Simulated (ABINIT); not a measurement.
**CsPbI2Br (P4/mmm): G0W0 with ABINIT, start to end**

Wanted: ground state, empty states, screening and self-energy for CsPbI2Br (P4/mmm).

Calculated with ABINIT 10.8.3; PBE and many-body steps on it, plane waves.

## (1) The starting structure

The structure is tetragonal, space group P4/mmm (No. 123). Conventional cell: a = 6.375 Å, b = 6.375 Å, c = 5.962 Å, α = 90.00°, β = 90.00°, γ = 90.00°. Cs has 8 I at 4.36 Å and 4 Br at 4.51 Å nearest. Nearest to Pb lie 2 Br at 2.98 Å and 4 I at 3.19 Å. I has 2 Pb at 3.19 Å and 4 Cs at 4.36 Å nearest. Br has 2 Pb at 2.98 Å and 4 Cs at 4.51 Å nearest. Farther neighbours, and contacts between anions beyond the nearest, are not listed.

The cell and positions are those that the Materials Project relaxed with its own functionals (PBE, PBE+U or r2SCAN), kept fixed.

## (2) Ground state

This step: ABINIT 10.8.3; DFT, PBE, plane waves, norm-conserving pseudopotentials.

The ground-state density comes first.

The input, run.abi:

```
acell 3*1.0 Angstrom
rprim 
  6.375296000000 0.000000000000 0.000000000000
  0.000000000000 6.375296000000 0.000000000000
  0.000000000000 0.000000000000 5.962220000000
ntypat 4
znucl 55 82 53 35
natom 5
typat 1 2 3 3 4
xred 
  0.500000000000 0.500000000000 0.500000000000
  0.000000000000 0.000000000000 0.000000000000
  0.000000000000 0.500000000000 0.000000000000
  0.500000000000 0.000000000000 0.000000000000
  0.000000000000 0.000000000000 0.500000000000
pp_dirpath "pseudos"
pseudos "Cs.upf, Pb.upf, I.upf, Br.upf"
ecut 34
ngkpt 4 4 4
nshiftk 1
shiftk 0 0 0
kptopt 1
chksymbreak 0
nband 55
occopt 1
tolvrs 1e-10
nstep 60
prtwf 0
optforces 0
optstress 0
indata_prefix "in"
outdata_prefix "out"
tmpdata_prefix "tmp"
```

Launch:

```bash
> OMP_NUM_THREADS=1 mpirun -n 8 abinit run.abi > log
```

Log:

```text
.Version 10.8.3 of ABINIT. v10.8.2 released Aug 2026.

 Symmetries : space group P4/m m m (#123); Bravais tP (primitive tetrag.)
================================================================================
 Values of the parameters that define the memory need of the present run
     intxc =       0    ionmov =       0      iscf =       7    lmnmax =       8
     lnmax =       8     mgfft =      64  mpssoang =       4    mqgrid =    3163
     natom =       5  nloc_mem =       1    nspden =       1   nspinor =       1
    nsppol =       1      nsym =      16    n1xccc =    2501    ntypat =       4
    occopt =       1   xclevel =       2
-    mband =          55        mffmem =           1         mkmem =           3
       mpw =       15510          nfft =      245760          nkpt =          18
================================================================================
  Rough estimation (10% accuracy) of disk space for files :
================================================================================

--------------------------------------------------------------------------------
------------- Echo of variables that govern the present computation ------------
--------------------------------------------------------------------------------
 -outvars: echo values of preprocessed input variables --------
            acell      1.8897261259E+00  1.8897261259E+00  1.8897261259E+00 Bohr

      chksymbreak           0
             ecut      3.40000000E+01 Hartree
-          fftalg         312

              ixc     -101130
              kpt      0.00000000E+00  0.00000000E+00  0.00000000E+00
                       2.50000000E-01  0.00000000E+00  0.00000000E+00
                       5.00000000E-01  0.00000000E+00  0.00000000E+00
                       2.50000000E-01  2.50000000E-01  0.00000000E+00
                       5.00000000E-01  2.50000000E-01  0.00000000E+00
                       5.00000000E-01  5.00000000E-01  0.00000000E+00
                       0.00000000E+00  0.00000000E+00  2.50000000E-01
                       2.50000000E-01  0.00000000E+00  2.50000000E-01
                       5.00000000E-01  0.00000000E+00  2.50000000E-01
   [... 7 further rows ...]
                       5.00000000E-01  2.50000000E-01  5.00000000E-01
                       5.00000000E-01  5.00000000E-01  5.00000000E-01
         kptrlatt        4    0    0      0    4    0      0    0    4
          kptrlen      4.50678516E+01
P           mkmem           3
            natom           5
            nband          55
            ngfft          64      64      60
             nkpt          18
            nstep          60
             nsym          16
           ntypat           4
              occ      2.000000  2.000000  2.000000  2.000000  2.000000  2.000000
                       2.000000  2.000000  2.000000  2.000000  2.000000  2.000000
                       2.000000  2.000000  2.000000  2.000000  2.000000  2.000000
                       2.000000  2.000000  2.000000  2.000000  2.000000  2.000000
                       2.000000  2.000000  2.000000  2.000000  2.000000  2.000000
                       2.000000  2.000000  2.000000  2.000000  2.000000  2.000000
                       2.000000  2.000000  2.000000  2.000000  2.000000  2.000000
                       2.000000  2.000000  2.000000  2.000000  2.000000  2.000000
                       2.000000  0.000000  0.000000  0.000000  0.000000  0.000000
                       0.000000
        optforces           0
        optstress           0
            prtwf           0
            rprim      6.3752960000E+00  0.0000000000E+00  0.0000000000E+00
[...]
spgroup         123

           tolvrs      1.00000000E-10

             xred      5.0000000000E-01  5.0000000000E-01  5.0000000000E-01
[...]
znucl       55.00000   82.00000   53.00000   35.00000

================================================================================

 chkinp: Checking input parameters for consistency.

================================================================================
== DATASET  1 ==================================================================
-   mpi_nproc: 8, omp_nthreads: 1 (-1 if OMP is not activated)

--- !DatasetInfo
iteration_state: {dtset: 1, }
dimensions: {natom: 5, nkpt: 18, mband: 55, nsppol: 1, nspinor: 1, nspden: 1, mpw: 15510, }
cutoff_energies: {ecut:  34.0, pawecutdg:  -1.0, }
electrons: {nelect:   9.80000000E+01, charge:   0.00000000E+00, occopt:   1.00000000E+00, tsmear:   1.00000000E-02, }

 Real(R)+Recip(G) space primitive vectors, cartesian coordinates (Bohr,Bohr^-1):
 R(1)= 12.0475634  0.0000000  0.0000000  G(1)=  0.0830043  0.0000000  0.0000000
 R(2)=  0.0000000 12.0475634  0.0000000  G(2)=  0.0000000  0.0830043  0.0000000
 R(3)=  0.0000000  0.0000000 11.2669629  G(3)=  0.0000000  0.0000000  0.0887551
 Unit cell volume ucvol=  1.6353296E+03 bohr^3
 Angles (23,13,12)=  9.00000000E+01  9.00000000E+01  9.00000000E+01 degrees

 getcut: wavevector=  0.0000  0.0000  0.0000  ngfft=  64  64  60
         ecut(hartree)=     34.000   => boxcut(ratio)=   2.02384

--- Pseudopotential description ------------------------------------------------
- Cs Generated using ONCVPSP code by D. R. Hamann
- 55.00000   9.00000  171031                  znucl, zion, pspdat
[...]
3    9.337611
 pspatm: atomic psp has been read  and splines computed

- I Generated using ONCVPSP code by D. R. Hamann
- 53.00000  25.00000  220131                  znucl, zion, pspdat
12 -101130 3 -1 1188                          pspcod,pspxc,lmax,lloc,mmax
     nproj     2     2     2     2
  pspatm : epsatm=   25.72445091
         --- l  ekb(1:nproj) -->
[...]
pspatm: atomic psp has been read  and splines computed

- Br Generated using ONCVPSP code by D. R. Hamann
- 35.00000  17.00000  171031                  znucl, zion, pspdat
12 -101130 2 -1 1098                          pspcod,pspxc,lmax,lloc,mmax
     nproj     2     2     2     0
  pspatm : epsatm=   32.00824270
         --- l  ekb(1:nproj) -->
[...]
pspatm: atomic psp has been read  and splines computed

   1.30822163E+04                                ecore*ucvol(ha*bohr**3)
--------------------------------------------------------------------------------

_setup2: Arith. and geom. avg. npw (full set) are   15489.672   15489.665

================================================================================

--- !BeginCycle
iteration_state: {dtset: 1, }
solver: {iscf: 7, nstep: 60, nline: 4, wfoptalg: 0, }
tolerances: {tolvrs: 1.00E-10, }

     iter   Etot(hartree)      deltaE(h)  residm     vres2
 ETOT  1  -988.08698486200    -9.881E+02 1.558E+00 1.608E+03
 ETOT  2  -993.70778000267    -5.621E+00 1.933E-02 6.379E+02
 ETOT  3  -993.78037536344    -7.260E-02 7.633E-03 1.553E+02
 ETOT  4  -993.78657589749    -6.201E-03 2.118E-03 4.863E+01
 ETOT  5  -993.78874744094    -2.172E-03 6.692E-04 1.213E+01
 ETOT  6  -993.78909562038    -3.482E-04 5.209E-04 2.680E+00
 ETOT  7  -993.78916579906    -7.018E-05 3.713E-04 2.772E-01
 ETOT  8  -993.78917418542    -8.386E-06 4.265E-04 2.006E-02
 ETOT  9  -993.78917483623    -6.508E-07 7.116E-04 1.682E-03
 ETOT 10  -993.78917491060    -7.437E-08 6.491E-04 1.878E-04
 ETOT 11  -993.78917492283    -1.223E-08 6.947E-04 4.171E-05
 ETOT 12  -993.78917492478    -1.943E-09 4.050E-04 1.091E-05
 ETOT 13  -993.78917492509    -3.104E-10 8.063E-04 1.699E-06
 ETOT 14  -993.78917492522    -1.348E-10 3.127E-04 1.175E-07
 ETOT 15  -993.78917492520     1.751E-11 6.450E-04 4.133E-09
 ETOT 16  -993.78917492532    -1.137E-10 2.025E-04 5.057E-10
 ETOT 17  -993.78917492535    -3.195E-11 3.361E-04 3.590E-11

 At SCF step   17       vres2   =  3.59E-11 < tolvrs=  1.00E-10 =>converged.

--- !ResultsGS
iteration_state: {dtset: 1, }
comment   : Summary of ground state results
lattice_vectors:
- [ 12.0475634,   0.0000000,   0.0000000, ]
- [  0.0000000,  12.0475634,   0.0000000, ]
- [  0.0000000,   0.0000000,  11.2669629, ]
lattice_lengths: [  12.04756,   12.04756,   11.26696, ]
lattice_angles: [ 90.000,  90.000,  90.000, ] # degrees, (23, 13, 12)
lattice_volume:   1.6353296E+03
convergence: {deltae: -3.195E-11, res2:  3.590E-11, residm:  3.361E-04, diffor:  0.000E+00, }
etotal    :  -9.93789175E+02
entropy   :   0.00000000E+00
fermie    :   8.79201502E-02
cartesian_stress_tensor: null
pressure_GPa: null
xred      :
- [  5.0000E-01,   5.0000E-01,   5.0000E-01, Cs]
- [  0.0000E+00,   0.0000E+00,   0.0000E+00, Pb]
- [  0.0000E+00,   5.0000E-01,   0.0000E+00,  I]
- [  5.0000E-01,   0.0000E+00,   0.0000E+00,  I]
- [  0.0000E+00,   0.0000E+00,   5.0000E-01, Br]
cartesian_forces: null
force_length_stats: {min: null, max: null, mean: null, }

 Integrated electronic density in atomic spheres:
 ------------------------------------------------
 Atom  Sphere_radius  Integrated_density
[...]
================================================================================

 ----iterations are completed or convergence reached----

 Mean square residual over all n,k,spin=   68.072E-08; max=  33.610E-05
 reduced coordinates (array xred) for    5 atoms
       0.500000      0.500000      0.500000
       0.000000      0.000000      0.000000
       0.000000      0.500000      0.000000
       0.500000      0.000000      0.000000
       0.000000      0.000000      0.500000
 rms dE/dt=  0.0000E+00; max dE/dt=  0.0000E+00; dE/dt below (all hartree)
    1       0.000000      0.000000      0.000000
    2       0.000000      0.000000      0.000000
    3       0.000000      0.000000      0.000000
    4       0.000000      0.000000      0.000000
    5       0.000000      0.000000      0.000000

 cartesian coordinates (angstrom) at end:
    1      3.187648     3.187648     2.981110
    2      0.000000     0.000000     0.000000
    3      0.000000     3.187648     0.000000
    4      3.187648     0.000000     0.000000
    5      0.000000     0.000000     2.981110
 length scales=  1.889726  1.889726  1.889726 bohr
              =  1.000000  1.000000  1.000000 angstroms
 prteigrs : about to open file out_EIG
 Fermi (or HOMO) energy (hartree) =   0.08792   Average Vxc (hartree)=  -0.28071
 Eigenvalues (hartree) for nkpt=  18  k points:
 kpt#   1, nband= 55, wtk=  0.01563, kpt=  0.0000  0.0000  0.0000 (reduced coord)
  -6.35505   -6.35502   -5.04108   -4.39881   -4.39881   -4.39555   -4.39555   -4.39542
  -4.39540   -2.89843   -2.89843   -2.89807   -2.11670   -2.11504   -2.11504   -2.11047
  -2.11046   -1.52678   -1.52647   -1.52571   -1.52511   -1.52511   -1.52437   -1.52221
  -1.52202   -1.52202   -1.52176   -0.69694   -0.52639   -0.52559   -0.52366   -0.52313
  -0.52313   -0.42242   -0.35119   -0.33549   -0.21113   -0.21101   -0.21101   -0.16486
  -0.04946   -0.04102   -0.04102    0.03061    0.03061    0.03961    0.04009    0.04109
   0.04109    0.20408    0.23713    0.25176    0.25931    0.26608    0.26608
 prteigrs : prtvol=0 or 1, do not print more k-points.

--- !EnergyTerms
iteration_state     : {dtset: 1, }
comment             : Components of total free energy in Hartree
kinetic             :  3.530992E+02
hartree             :  4.169723E+02
xc                  : -1.423591E+02
Ewald energy        : -3.836812E+02
psp_core            :  7.999743E+00
local_psp           : -1.194346E+03
non_local_psp       : -5.147354E+01
total_energy        : -9.937892E+02
total_energy_eV     : -2.704238E+04
band_energy         : -1.674315E+02

== END DATASET(S) ==============================================================
================================================================================

 -outvars: echo values of variables after computation  --------
           etotal     -9.9378917493E+02
            nband          55
             nkpt          18
          spgroup         123
 [... the other variables as echoed above ...]

 Calculation completed.
```

The job ended after 2.8 min (8 MPI ranks of AMD EPYC 9R45, shared host; peak memory 1.3 GiB).

Numbers from this step:

- total energy: -27042.3811 eV
- gap: 1.485 eV
- k of the valence top: 0.5, 0.5, 0.5
- k of the conduction bottom: 0.5, 0.5, 0.5
- least direct gap: 1.485 eV

The gap is direct, at (0.500, 0.500, 0.500).

(Continued in part 2 of 3.)

[Long decimals in the printed logs are rounded to 6 places.]

[Logs are printed without paths, hosts, clocks, repeated set-up lines and the standing remarks that a program may print on its own settings, such as how far it seeks lower states.]

[Paths, hosts, dates, memory and timing lines, banners, echoed tables and standing remarks are left out of the program output; an Ansatz launch command may be rebuilt from the run's recorded settings. Measured values are a selection of at most five: reports struck by readers or far from the other reports are left out. None is set beside runs whose start may be inverted or whose files or cutoffs have a known fault.]

[Runs of the session that timed out or met a known fault of the program may be left out.]

[Hosts, paths, dates, database ids (printed as entryN), source tags and the programs' standing remarks are cut or masked in the printed files.]

[G0W0 gaps are taken among the corrected bands and points alone; a level outside them can change the order at an edge.]

[Where Ansatz stands beside ABINIT at settings called matched, ABINIT's density can come from a denser mesh and the files from another edition; pairs whose starting gaps differed by over 0.03 eV were left out, so agreement reads better than it is.]
